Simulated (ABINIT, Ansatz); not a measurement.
An input for ABINIT 10.8.3 (PbO (P4/nmm)):

```
acell 3*1.0 Angstrom
rprim 
  3.960000000000 0.000000000000 0.000000000000
  0.000000000000 3.960000000000 0.000000000000
  0.000000000000 0.000000000000 5.070000000000
ntypat 2
znucl 82 8
natom 4
typat 1 1 2 2
xred 
  0.000000000000 0.500000000000 0.238990104020
  0.500000000000 0.000000000000 0.761009895980
  0.000000000000 0.000000000000 0.000000000000
  0.500000000000 0.500000000000 0.000000000000
pp_dirpath "pseudos"
pseudos "Pb.upf, O.upf"
ecut 42
iscf -2
irdden 1
kptopt 0
nkpt 75
kpt 
  0.00000000 0.00000000 0.00000000
  0.00000000 0.06250000 0.00000000
  0.00000000 0.12500000 0.00000000
  0.00000000 0.18750000 0.00000000
  0.00000000 0.25000000 0.00000000
  0.00000000 0.31250000 0.00000000
  0.00000000 0.37500000 0.00000000
  0.00000000 0.43750000 0.00000000
  0.00000000 0.50000000 0.00000000
  0.06250000 0.50000000 0.00000000
  0.12500000 0.50000000 0.00000000
  0.18750000 0.50000000 0.00000000
  0.25000000 0.50000000 0.00000000
  0.31250000 0.50000000 0.00000000
  0.37500000 0.50000000 0.00000000
  0.43750000 0.50000000 0.00000000
  0.50000000 0.50000000 0.00000000
  0.43750000 0.43750000 0.00000000
  0.37500000 0.37500000 0.00000000
  0.31250000 0.31250000 0.00000000
  0.25000000 0.25000000 0.00000000
  0.18750000 0.18750000 0.00000000
  0.12500000 0.12500000 0.00000000
  0.06250000 0.06250000 0.00000000
  0.00000000 0.00000000 0.00000000
  0.00000000 0.00000000 0.06250000
  0.00000000 0.00000000 0.12500000
  0.00000000 0.00000000 0.18750000
  0.00000000 0.00000000 0.25000000
  0.00000000 0.00000000 0.31250000
  0.00000000 0.00000000 0.37500000
  0.00000000 0.00000000 0.43750000
  0.00000000 0.00000000 0.50000000
  0.00000000 0.06250000 0.50000000
  0.00000000 0.12500000 0.50000000
  0.00000000 0.18750000 0.50000000
  0.00000000 0.25000000 0.50000000
  0.00000000 0.31250000 0.50000000
  0.00000000 0.37500000 0.50000000
  0.00000000 0.43750000 0.50000000
  0.00000000 0.50000000 0.50000000
  0.06250000 0.50000000 0.50000000
  0.12500000 0.50000000 0.50000000
  0.18750000 0.50000000 0.50000000
  0.25000000 0.50000000 0.50000000
  0.31250000 0.50000000 0.50000000
  0.37500000 0.50000000 0.50000000
  0.43750000 0.50000000 0.50000000
  0.50000000 0.50000000 0.50000000
  0.43750000 0.43750000 0.50000000
  0.37500000 0.37500000 0.50000000
  0.31250000 0.31250000 0.50000000
  0.25000000 0.25000000 0.50000000
  0.18750000 0.18750000 0.50000000
  0.12500000 0.12500000 0.50000000
  0.06250000 0.06250000 0.50000000
  0.00000000 0.00000000 0.50000000
  0.00000000 0.50000000 0.00000000
  0.00000000 0.50000000 0.06250000
  0.00000000 0.50000000 0.12500000
  0.00000000 0.50000000 0.18750000
  0.00000000 0.50000000 0.25000000
  0.00000000 0.50000000 0.31250000
  0.00000000 0.50000000 0.37500000
  0.00000000 0.50000000 0.43750000
  0.00000000 0.50000000 0.50000000
  0.50000000 0.50000000 0.00000000
  0.50000000 0.50000000 0.06250000
  0.50000000 0.50000000 0.12500000
  0.50000000 0.50000000 0.18750000
  0.50000000 0.50000000 0.25000000
  0.50000000 0.50000000 0.31250000
  0.50000000 0.50000000 0.37500000
  0.50000000 0.50000000 0.43750000
  0.50000000 0.50000000 0.50000000
istwfk *1
nband 35
nbdbuf 2
tolwfr 1e-08
nstep 40
prtwf 0
prtvol 0
indata_prefix "in"
outdata_prefix "out"
tmpdata_prefix "tmp"
```

The database entry behind the starting cell differs from later determinations by our own check (c about 1 % long), so it need not match the best structure at ambient conditions.

```sh
OMP_NUM_THREADS=1 mpirun -n 16 abinit run.abi > log
```

Q: How long will it take on 16 MPI ranks of Arm Neoverse V2, shared host, and how much memory?

It took 24 s; on shared hardware allow 12 s to 47 s. Peak host memory was 1.4 GiB.

[Paths, hosts, dates, memory and timing lines, banners, echoed tables and standing remarks are left out of the program output.]

[Logs are printed without paths, hosts, clocks, repeated set-up lines and the standing remarks that a program may print on its own settings, such as how far it seeks lower states.]

[Runs of the session that timed out or met a known fault of the program may be left out.]

[Hosts, paths, dates, database ids (printed as entryN), source tags and the programs' standing remarks are cut or masked in the printed files.]

[G0W0 gaps are taken among the corrected bands and points alone; a level outside them can change the order at an edge.]

[Where Ansatz stands beside ABINIT at settings called matched, ABINIT's density can come from a denser mesh and the files from another edition; pairs whose starting gaps differed by over 0.03 eV were left out, so agreement reads better than it is.]
